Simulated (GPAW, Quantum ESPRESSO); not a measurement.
# Near-edge structure at the B K edge of BAs (F-43m), part 3 of 4

Aim: the B K edge of BAs (F-43m) by two routes, a Lanczos recursion (XSpectra) and a sum over empty bands (GPAW), to see which features are robust.

Quantum ESPRESSO 7.5 and GPAW 26.7.0; core-hole supercells, plane-wave PAW PBE.

So far. Step 8 (Spectrum with FCH, B atom 2 (Quantum ESPRESSO)): The hole costs E(hole) − E(ground) = 184.97 eV, and the lowest empty level of the hole cell lies at 9.84 eV, which puts the zero at 194.81 eV. One term is added: -5.59 eV, since the hole is spin-paired here and a spin-polarised one costs that much less in the free atom (computed apart). The photon energy is then 189.22 eV. The functional and the charged cell's background leave an error of a few eV in such absolute values.

## 9. Another broadening

Level of this step: X-ray absorption near-edge structure, plane-wave PAW PBE, one-electron final states by a Lanczos continued fraction (Quantum ESPRESSO).

The final state's lifetime shortens with energy, so measured features broaden above the edge; the saved Lanczos coefficients are redrawn with a width that grows.

File xspectra_plot.in:

```
&input_xspectra
   calculation='xanes_dipole', edge='K'
   prefix='x', outdir='tmp', xiabs=2, xe0=9.1581
   xonly_plot=.true., x_save_file='xanes.sav'
   xniter=3000, xcheck_conv=20, xerror=0.005
   xcoordcrys=.false., xepsilon(1)=1, xepsilon(2)=0, xepsilon(3)=0
/
&plot
   xnepoint=413, xemin=-10, xemax=45, terminator=.true., cut_occ_states=.true.
   gamma_mode='variable', gamma_energy(1)=4, gamma_energy(2)=25, gamma_value(1)=0.3, gamma_value(2)=2.5
/
&pseudos
   filecore='../B.wfc'
/
&cut_occ
   cut_desmooth=0.1, cut_stepl=0.05, cut_stepu=0.05, cut_ierror=1e-5
/
5 4 5 0 0 0
```

Started as:

```
> OMP_NUM_THREADS=1 xspectra.x -in xspectra_plot.in > xspectra_plot.out
```

Numbers of over 12 decimals in the logs are rounded to 6 here.

The program printed:

```text
     [... banner and references ...]
Reading input_file
     -------------------------------------------------------------------------

     calculation: xanes_dipole

     xonly_plot: TRUE
        => only the spectrum plot

     main plot parameters:
        cut_occ_states: TRUE
        gamma_mode:  variable
        -> first, constant up to point ( 4.00, 0.30) [eV]
        -> then, linear up to point (25.00, 2.50) [eV]
        -> finally, constant up to xemax
        xemin [eV]: -10.00
        xemax [eV]:  45.00
        xnepoint:  413
[...]
xemin [eV]: -10.00
        xemax [eV]:  45.00
        xnepoint:  413
        energy-dependent broadening parameter:
         -> first, constant up to point ( 4.00, 0.30) [eV]
         -> then, linear up to point (25.00, 2.50) [eV]
         -> finally, constant up to xemax
        Core level energy [eV]:  -188.0
         (from electron binding energy of neutral atoms in X-ray data booklet)

     Cross-section successfully written in xanes.dat

     -------------------------------------------------------------------------
                                END JOB XSpectra
     -------------------------------------------------------------------------
[key lines of the parts left out:]
Fermi level [eV]:   8.4743
```

The job ended after 3.1 s (1 MPI rank of Arm Neoverse V2, shared host; peak memory 0.05 GiB).

With a Lorentzian half width 0.3 eV up to 4 eV, rising linearly to 2.5 eV at 25 eV (counted from xe0, 0.7 eV below the zero used here), the maxima are 1.9 eV (2.07), 3.3 eV (1.97), 14.0 eV (0.67) and 22.4 eV (0.65).

## 10. Supercell with XCH, B atom 2 (Quantum ESPRESSO)

The holes are 5.9 Å apart. The excited electron is kept in the cell, where it fills the lowest empty states and screens the hole.

Changed against the first core-hole run: core hole to XCH.

File scf.in:

```
&control
   calculation='scf', prefix='x', pseudo_dir='../pp', outdir='tmp', tprnfor=.true.
/
&system
   ibrav=0, nat=12, ntyp=3, nbnd=30
   ecutwfc=56, ecutrho=360
   occupations='smearing', smearing='gaussian', degauss=0.003
/
&electrons
   conv_thr=1.2e-07, electron_maxstep=120
   mixing_beta=0.5
/
ATOMIC_SPECIES
As 1.0 As.pbe-n-kjpaw.UPF
B0 1.0 B.pbe-n-kjpaw-1sch.UPF
B 1.0 B.pbe-n-kjpaw.UPF
CELL_PARAMETERS angstrom
  -2.38850000 -2.38850000 -4.77700000
  -2.38850000 -2.38850000 4.77700000
  -2.38850000 4.77700000 2.38850000
ATOMIC_POSITIONS crystal
As   0.87500000 0.62500000 0.00000000
As   0.54166667 0.62500000 0.33333333
As   0.37500000 0.12500000 0.00000000
As   0.20833333 0.62500000 0.66666667
As   0.04166667 0.12500000 0.33333333
As   0.70833333 0.12500000 0.66666667
B0   0.00000000 0.00000000 0.00000000
B    0.66666667 0.00000000 0.33333333
B    0.50000000 0.50000000 0.00000000
B    0.33333333 0.00000000 0.66666667
B    0.16666667 0.50000000 0.33333333
B    0.83333333 0.50000000 0.66666667
K_POINTS automatic
4 3 4 0 0 0
```

Started as:

```
> OMP_NUM_THREADS=1 mpirun --oversubscribe --bind-to none -np 4 pw.x -nk 4 -in scf.in > scf.out
```

The program printed:

```text
     [... banner and references ...]
[banner, memory and clock lines left out]
using ibrav=0 with symmetry is DISCOURAGED, use correct ibrav instead

     G-vector sticks info

     bravais-lattice index     =            0
     lattice parameter (alat)  =      11.0560  a.u.
     unit-cell volume          =    1103.4524 (a.u.)^3
     number of atoms/cell      =           12
     number of atomic types    =            3
     number of electrons       =        49.00
     number of Kohn-Sham states=           30
     kinetic-energy cutoff     =      56.0000  Ry
     charge density cutoff     =     360.0000  Ry
     scf convergence threshold =      1.2E-07
     mixing beta               =       0.5000
     number of iterations used =            8  plain     mixing
     Exchange-correlation= SLA  PW   PBX  PBC
                           (   1   4   3   4   0   0   0)

     celldm(1)=  11.056043  celldm(2)=   0.000000  celldm(3)=   0.000000
     celldm(4)=   0.000000  celldm(5)=   0.000000  celldm(6)=   0.000000

     crystal axes: (cart. coord. in units of alat)
               a(1) = (  -0.408248  -0.408248  -0.816497 )
               a(2) = (  -0.408248  -0.408248   0.816497 )
               a(3) = (  -0.408248   0.816497   0.408248 )

     reciprocal axes: (cart. coord. in units 2 pi/alat)
               b(1) = ( -1.020621 -0.204124 -0.612372 )
               b(2) = ( -0.612372 -0.612372  0.612372 )
               b(3) = ( -0.816497  0.816497  0.000000 )

     PseudoPot. #1 for As:     Pseudo is Projector augmented-wave + core cor, Zval =  5.0

     ../pp/B.pbe-n-kjpaw-1sch.UPF
     Pseudo is Projector augmented-wave + core cor, Zval =  4.0
[...]
estimated scf accuracy    <       0.00000048 Ry

     iteration # 12     ecut=    56.00 Ry     beta= 0.50
     Davidson diagonalization with overlap
     ethr =  9.74E-10,  avg # of iterations =  2.6

     negative rho (up, down):  4.975E-03 0.000E+00

     End of self-consistent calculation

          k =-0.0000 0.0000 0.0000 (  7779 PWs)   bands (ev):

    -6.9279  -4.0348  -3.2167  -3.1455  -3.1154  -2.7924  -0.6716  -0.0200
     0.6276   0.6431   0.8033   2.2789   2.4163   3.0997   3.1507   4.3213
     4.7231   5.1550   5.6462   6.4942   6.5208   8.3061   8.3662   8.3930
    10.5033  10.9948  11.1478  11.6594  11.7073  11.7839

     [... bands of 16 further k-points ...]

     the Fermi energy is    10.1826 ev

!    total energy              =   -1126.67952341 Ry
     total all-electron energy =    -27415.626816 Ry
     estimated scf accuracy    <       0.00000004 Ry
     smearing contrib. (-TS)   =      -0.00018955 Ry
     internal energy E=F+TS    =   -1126.67933386 Ry

     The total energy is F=E-TS. E is the sum of the following terms:
     one-electron contribution =      40.84721835 Ry
     hartree contribution      =       8.71176765 Ry
     xc contribution           =     -87.43424997 Ry
     ewald contribution        =    -123.81420665 Ry
     one-center paw contrib.   =    -964.98986324 Ry

     convergence has been achieved in  12 iterations

     negative rho (up, down):  4.975E-03 0.000E+00

     Forces acting on atoms (cartesian axes, Ry/au):

     atom    1 type  1   force =     0.00333413    0.00333413    0.00423439
     atom    2 type  1   force =     0.00514812    0.00357093   -0.00197968
     atom    3 type  1   force =    -0.00424478   -0.00424478    0.00793299
[...]
atom   11 type  3   force =    -0.00345460   -0.00991059   -0.00111477
     atom   12 type  3   force =    -0.00991059   -0.00345460   -0.00111477

     Total force =     0.036655     Total SCF correction =     0.000232

     XML data file, charge density, pseudopotentials, collected wavefunctions
```

The job ended after 30 s (4 MPI ranks; peak memory 0.19 GiB).

Energy with the hole: -373008.605 eV, cores included.

## 11. Excitation energy, B atom 2 (Quantum ESPRESSO)

With the excited electron kept in the cell the system stays neutral, and the energy difference is an excitation energy by itself. In a small cell that electron takes up a good share of the lowest empty band, or all of one, which shifts the value from the true onset.

The total-energy difference is 194.97 eV. With the free-atom term of -5.59 eV for this edge, the photon energy is 189.38 eV.

## 12. The field without a hole (GPAW)

The second program starts from its own ground state, on the same cell and functional.

File scf.py:

```python
import numpy as np
from ase import Atoms
from ase.parallel import parprint, paropen
from gpaw import GPAW, PW, FermiDirac, Mixer, MixerDif, setup_paths
from gpaw.test import gen
setup_paths.insert(0, '.')
gen('B', name='nch1s', xcname='PBE', corehole=(1, 0, 0), write_xml=True)
from gpaw.mpi import world
world.barrier()

atoms = Atoms('AsB',
    cell=[[0, 2.3885, 2.3885],
     [2.3885, 0, 2.3885],
     [2.3885, 2.3885, 0]],
    scaled_positions=[[0.75, 0.75, 0.75],
     [0, 0, 0]],
    pbc=True)
atoms.calc = calc = GPAW(legacy_gpaw=True, mode=PW(500, force_complex_dtype=True), xc='PBE', setups={1: 'nch1s'},
    kpts={'size': (9, 9, 9), 'gamma': True}, occupations=FermiDirac(0.05),
    charge=0, mixer=Mixer(0.1, 5, 50), maxiter=150,
    convergence={'density': 0.0001, 'eigenstates': 1e-6}, txt='scf.txt')
energy = atoms.get_potential_energy() + calc.get_reference_energy()
ef = calc.get_fermi_level()
out = dict(energy=energy, fermi=ef, forces=atoms.get_forces().tolist())
parprint(f'all-electron energy {energy:.4f} eV, Fermi level {ef:.4f} eV')
ev = np.array([[calc.get_eigenvalues(k, s) for k in range(len(calc.get_ibz_k_points()))] for s in range(calc.get_number_of_spins())])
out['homo'], out['lumo'], out['counts'] = ev[ev < ef].max(), ev[ev > ef].min(), sorted(set((ev < ef).sum((0, 2)).tolist()))
out['filled'] = (ev[:, 0] < ef).sum(1).tolist()
import json
with paropen('out.json', 'w') as f:
    json.dump(out, f)
```

Started as:

```
> OMP_NUM_THREADS=1 mpirun -n 4 gpaw python scf.py
```

The program printed:

```text
Input parameters:
  convergence: {density: 0.0001,
                eigenstates: 1e-06}
  kpts: {gamma: True,
         size: (9, 9, 9)}
  maxiter: 150
  mixer: {backend: pulay,
          beta: 0.1,
          method: separate,
          nmaxold: 5,
          weight: 50}
  mode: {ecut: 500.0,
         force_complex_dtype: True,
         name: pw}
  occupations: {fixmagmom: False,
                name: fermi-dirac,
[...]
--------------------------------
2s(2) :    -0.347030     1.005232
*s    :     0.652970
2p(1) :    -0.132526     0.982729
*p    :     0.867474
*d    :     0.000000
--------------------------------

Diagonalizing with gridspacing h=0.050

state   all-electron     PAW
-------------------------------
2s:      -0.347030    -0.347449
2p:      -0.132526    -0.132867
*d:                    0.040435
*f:                    0.071313
-------------------------------
all-electron energy -62183.8568 eV, Fermi level 8.5684 eV
[key lines of the parts left out:]
Converged after 11 iterations.
Dipole moment: (4.034631, 4.034631, 4.034631) |e|*Ang
Free energy:    -11.393590
Fermi level: 8.56835
```

Elapsed: 2.9 s, on 4 MPI ranks; peak memory 0.16 GiB.

The mesh shows a gap of 1.23 eV, so the hole is first treated in a charged cell, without the excited electron.

## 13. Spectrum without a core hole, B atom 2 (GPAW)

Without a hole the spectrum is the empty density of states of the right symmetry on the absorber, weighted by matrix elements. It needs only the small cell and serves as the baseline. The data set with a hole of occupation 0 only carries the core orbital.

File xas.py:

```python
import numpy as np
from ase import Atoms
from ase.parallel import parprint, paropen
from gpaw import GPAW, PW, FermiDirac, Mixer, MixerDif, setup_paths
from gpaw.test import gen
setup_paths.insert(0, '.')
gen('B', name='nch1s', xcname='PBE', corehole=(1, 0, 0), write_xml=True)
from gpaw.mpi import world
world.barrier()

atoms = Atoms('AsB',
    cell=[[0, 2.3885, 2.3885],
     [2.3885, 0, 2.3885],
     [2.3885, 2.3885, 0]],
    scaled_positions=[[0.75, 0.75, 0.75],
     [0, 0, 0]],
    pbc=True)
atoms.calc = calc = GPAW(legacy_gpaw=True, mode=PW(500, force_complex_dtype=True), xc='PBE', setups={1: 'nch1s'},
    kpts={'size': (9, 9, 9), 'gamma': True}, occupations=FermiDirac(0.02),
    charge=0, mixer=Mixer(0.1, 5, 50), maxiter=150,
    convergence={'density': 0.0001, 'eigenstates': 1e-6}, txt='scf.txt')
energy = atoms.get_potential_energy() + calc.get_reference_energy()
ef = calc.get_fermi_level()
out = dict(energy=energy, fermi=ef, forces=atoms.get_forces().tolist())
parprint(f'all-electron energy {energy:.4f} eV, Fermi level {ef:.4f} eV')
ev = np.array([[calc.get_eigenvalues(k, s) for k in range(len(calc.get_ibz_k_points()))] for s in range(calc.get_number_of_spins())])
out['homo'], out['lumo'], out['counts'] = ev[ev < ef].max(), ev[ev > ef].min(), sorted(set((ev < ef).sum((0, 2)).tolist()))
out['filled'] = (ev[:, 0] < ef).sum(1).tolist()

from ase.units import Ha
from gpaw.xas import dipole_matrix_elements
nb = int(calc.get_number_of_electrons() / 2) + 20
top = nb
nscf = calc.fixed_density(kpts={'size': (8, 8, 8), 'gamma': True},
    convergence={'eigenstates': 1.0}, txt='nscf.txt')
nscf.diagonalize_full_hamiltonian(nbands=nb)
cell = atoms.cell.array
ops = [cell.T @ U.T @ np.linalg.inv(cell.T) for U in nscf.wfs.kd.symmetry.op_scc]
filled = [4]  # bands filled in the ground state, by spin
E = np.arange(-25, 34, 0.1)
fwhm = np.interp(E, [4, 25], [0.9, 3.5])
Y, X, zero, highest = 0, 0, 1e9, 1e9
for spin in range(nscf.get_number_of_spins()):
    wfs = nscf.wfs
    A = dipole_matrix_elements(wfs.setups[1])
    eps = np.zeros((wfs.kd.nibzkpts, nb))
    d = np.zeros((3, A.shape[1], wfs.kd.nibzkpts, nb), complex)
    for kpt in wfs.kpt_u:
        if kpt.s == spin and 1 in kpt.P_ani:
            eps[kpt.k] = kpt.eps_n * Ha
            d[:, :, kpt.k] = (kpt.weight * wfs.nspins / 2) ** 0.5 * np.inner(A, kpt.P_ani[1])
    world.sum(eps)
    world.sum(d)
    T = np.einsum('amkn,bmkn->abkn', d, d.conj()).real
    T = sum(np.einsum('ai,ijkn,bj->abkn', R, T, R) for R in ops) / len(ops)
    empty = np.ones_like(eps, bool) & (np.arange(nb) >= filled[spin])
    zero, highest = min(zero, eps[empty].min()), min(highest, eps[:, top - 1].min())
    lines = [(eps, T, empty)] if spin == 0 else lines + [(eps, T, empty)]
for eps, T, empty in lines:
    f = np.einsum('aakn->akn', T).reshape(3, -1)
    x = eps.ravel() - zero
    w = np.interp(x, E, fwhm) / 2.35482
    g = np.exp(-0.5 * ((E[:, None] - x) / w) ** 2) / (w * (2 * np.pi) ** 0.5)
    Y = Y + (f * empty.ravel()) @ g.T
    X = X + (f * ~empty.ravel()) @ g.T
out.update(E=E.round(2).tolist(), xas=Y.tolist(), xes=X.tolist(), zero=zero, valid=highest - zero, nk=len(eps), nb=nb)
for i in range(0, len(E), 10):
    parprint(f'{E[i]:7.2f}', *(f'{v:10.3e}' for v in Y[:, i]))
import json
with paropen('out.json', 'w') as f:
    json.dump(out, f)
```

Started as:

```
> OMP_NUM_THREADS=1 mpirun -n 4 gpaw python xas.py
```

The program printed:

```text
Input parameters:
  convergence: {density: 0.0001,
                eigenstates: 1e-06}
  kpts: {gamma: True,
         size: (9, 9, 9)}
  maxiter: 150
  mixer: {backend: pulay,
          beta: 0.1,
          method: separate,
          nmaxold: 5,
          weight: 50}
  mode: {ecut: 500.0,
         force_complex_dtype: True,
         name: pw}
  occupations: {fixmagmom: False,
                name: fermi-dirac,
[...]
*p    :     0.867474
*d    :     0.000000
--------------------------------

Diagonalizing with gridspacing h=0.050

state   all-electron     PAW
-------------------------------
2s:      -0.347030    -0.347449
2p:      -0.132526    -0.132867
*d:                    0.040435
*f:                    0.071313
-------------------------------
all-electron energy -62183.8568 eV, Fermi level 8.4578 eV
[...]
32.00  3.443e-04  3.443e-04  3.443e-04
  33.00  3.133e-04  3.133e-04  3.133e-04
[key lines of the parts left out:]
Converged after 11 iterations.
Dipole moment: (4.034631, 4.034631, 4.034631) |e|*Ang
Free energy:    -11.393590
Fermi level: 8.45783
```

The job ended after 8.5 s (4 MPI ranks; peak memory 0.22 GiB; 34 s of CPU time).

The B K spectrum, B atom 2, no core hole (energy from the lowest empty level; intensity scaled to a mean of 1 over the first 20 eV):

```
E (eV)  intensity
  -2.0       0.00
  -1.5       0.00
  -1.0       0.00
  -0.5       0.01
   0.0       0.07
   0.5       0.18
   1.0       0.32
   1.5       0.73
   2.0       1.19
   2.5       1.43
   3.0       1.09
   3.5       1.05
   4.0       1.39
   4.5       1.55
   5.0       1.46
   5.5       1.44
   6.0       1.62
   6.5       1.54
   7.0       1.23
   7.5       1.14
   8.0       1.29
   8.5       1.38
   9.0       1.40
   9.5       1.42
  10.0       1.50
  10.5       1.60
  11.0       1.49
  11.5       1.16
  12.0       0.84
  12.5       0.69
  13.0       0.71
  13.5       0.80
  14.0       0.90
  14.5       0.97
  15.0       0.98
  15.5       0.90
  16.0       0.76
  16.5       0.59
  17.0       0.47
  17.5       0.43
  18.0       0.43
  18.5       0.46
  19.0       0.49
  19.5       0.53
  20.0       0.57
  20.5       0.61
  21.0       0.66
  21.5       0.72
  22.0       0.76
  22.5       0.80
  23.0       0.81
  23.5       0.81
  24.0       0.80
  24.5       0.77
  25.0       0.75
  25.5       0.74
  26.0       0.74
  26.5       0.74
  27.0       0.74
  27.5       0.74
  28.0       0.74
  28.5       0.74
  29.0       0.73
  29.5       0.73
  30.0       0.72
  30.5       0.70
  31.0       0.68
```

Main maxima below 24 eV (height): 2.5 eV (1.43), 4.6 eV (1.56), 6.1 eV (1.64), 10.6 eV (1.60), 14.8 eV (0.98) and 23.2 eV (0.81). 

The same matrix elements for filled bands give the B K emission of B atom 2 (ground-state approximation; energy from the lowest empty level, largest value 1):

```
E (eV)  emission
-24.00      0.00
-23.25      0.00
-22.50      0.00
-21.75      0.00
-21.00      0.00
-20.25      0.00
-19.50      0.00
-18.75      0.00
-18.00      0.00
-17.25      0.00
-16.50      0.00
-15.75      0.01
-15.00      0.03
-14.25      0.06
-13.50      0.11
-12.75      0.14
-12.00      0.04
-11.25      0.00
-10.50      0.01
 -9.75      0.08
 -9.00      0.16
 -8.25      0.13
 -7.50      0.17
 -6.75      0.42
 -6.00      0.62
 -5.25      0.84
 -4.50      0.99
 -3.75      0.94
 -3.00      0.83
 -2.25      0.40
 -1.50      0.17
 -0.75      0.02
  0.00      0.00
  0.75      0.00
  1.50      0.00
  2.25      0.00
  3.00      0.00
```

Emission maxima: -12.8 eV (0.14) and -4.2 eV (1.00).

## 14. Reference energy of the supercell (GPAW)

Total energies of two programs can't be mixed, so the cell and mesh of GPAW's hole run get a reference energy of their own.

scf.py, as its differences from that of step 12:

```diff
@@ -10,11 +10,21 @@
 
-atoms = Atoms('AsB',
-    cell=[[0, 2.3885, 2.3885],
-     [2.3885, 0, 2.3885],
-     [2.3885, 2.3885, 0]],
-    scaled_positions=[[0.75, 0.75, 0.75],
-     [0, 0, 0]],
+atoms = Atoms('As6B6',
+    cell=[[-2.3885, -2.3885, -4.777],
+     [-2.3885, -2.3885, 4.777],
+     [-2.3885, 4.777, 2.3885]],
+    scaled_positions=[[0.875, 0.625, 0],
+     [0.54166667, 0.625, 0.33333333],
+     [0.375, 0.125, 0],
+     [0.20833333, 0.625, 0.66666667],
+     [0.04166667, 0.125, 0.33333333],
+     [0.70833333, 0.125, 0.66666667],
+     [0, 0, 0],
+     [0.66666667, 0, 0.33333333],
+     [0.5, 0.5, 0],
+     [0.33333333, 0, 0.66666667],
+     [0.16666667, 0.5, 0.33333333],
+     [0.83333333, 0.5, 0.66666667]],
     pbc=True)
-atoms.calc = calc = GPAW(legacy_gpaw=True, mode=PW(500, force_complex_dtype=True), xc='PBE', setups={1: 'nch1s'},
-    kpts={'size': (9, 9, 9), 'gamma': True}, occupations=FermiDirac(0.05),
+atoms.calc = calc = GPAW(legacy_gpaw=True, mode=PW(500, force_complex_dtype=True), xc='PBE', setups={6: 'nch1s'},
+    kpts={'size': (4, 3, 4), 'gamma': True}, occupations=FermiDirac(0.02),
     charge=0, mixer=Mixer(0.1, 5, 50), maxiter=150,
```

Started as:

```
> OMP_NUM_THREADS=1 mpirun -n 4 gpaw python scf.py
```

The program printed:

```text
Input parameters:
  convergence: {density: 0.0001,
                eigenstates: 1e-06}
  kpts: {gamma: True,
         size: (4, 3, 4)}
  maxiter: 150
  mixer: {backend: pulay,
          beta: 0.1,
          method: separate,
          nmaxold: 5,
          weight: 50}
  mode: {ecut: 500.0,
         force_complex_dtype: True,
         name: pw}
  occupations: {fixmagmom: False,
                name: fermi-dirac,
[...]
2s(2) :    -0.347030     1.005232
*s    :     0.652970
2p(1) :    -0.132526     0.982729
*p    :     0.867474
*d    :     0.000000
--------------------------------

Diagonalizing with gridspacing h=0.050

state   all-electron     PAW
-------------------------------
2s:      -0.347030    -0.347449
2p:      -0.132526    -0.132867
*d:                    0.040435
*f:                    0.071313
-------------------------------
all-electron energy -373103.1385 eV, Fermi level 8.5202 eV
[key lines of the parts left out:]
Converged after 18 iterations.
Dipole moment: (6.985899, 6.985899, -10.234975) |e|*Ang
Free energy:    -68.359413
Fermi level: 8.52018
```

The job ended after 17 s (4 MPI ranks; peak memory 0.25 GiB; 67 s of CPU time).

Reference energy: -373103.139 eV with the cores included.

(Part 3 of 4 ends here.)

[Banner, clock and machine lines of the logs are left out without a mark of their own.]

[Logs are printed without paths, hosts, clocks, repeated set-up lines and the standing remarks that a program may print on its own settings, such as how far it seeks lower states.]

[Hosts, paths, dates, database ids (printed as entryN), source tags and the programs' standing remarks are cut or masked in the printed files.]

[Lists of maxima count a maximum above −3 eV only where it reaches 4 % of the highest in the window and stands out from its surroundings by 2 % of it (1.5 % where it reaches 55 %); shoulders and weaker maxima are passed over, and of the rest the first, up to two pre-edge ones and the few strongest are named.]
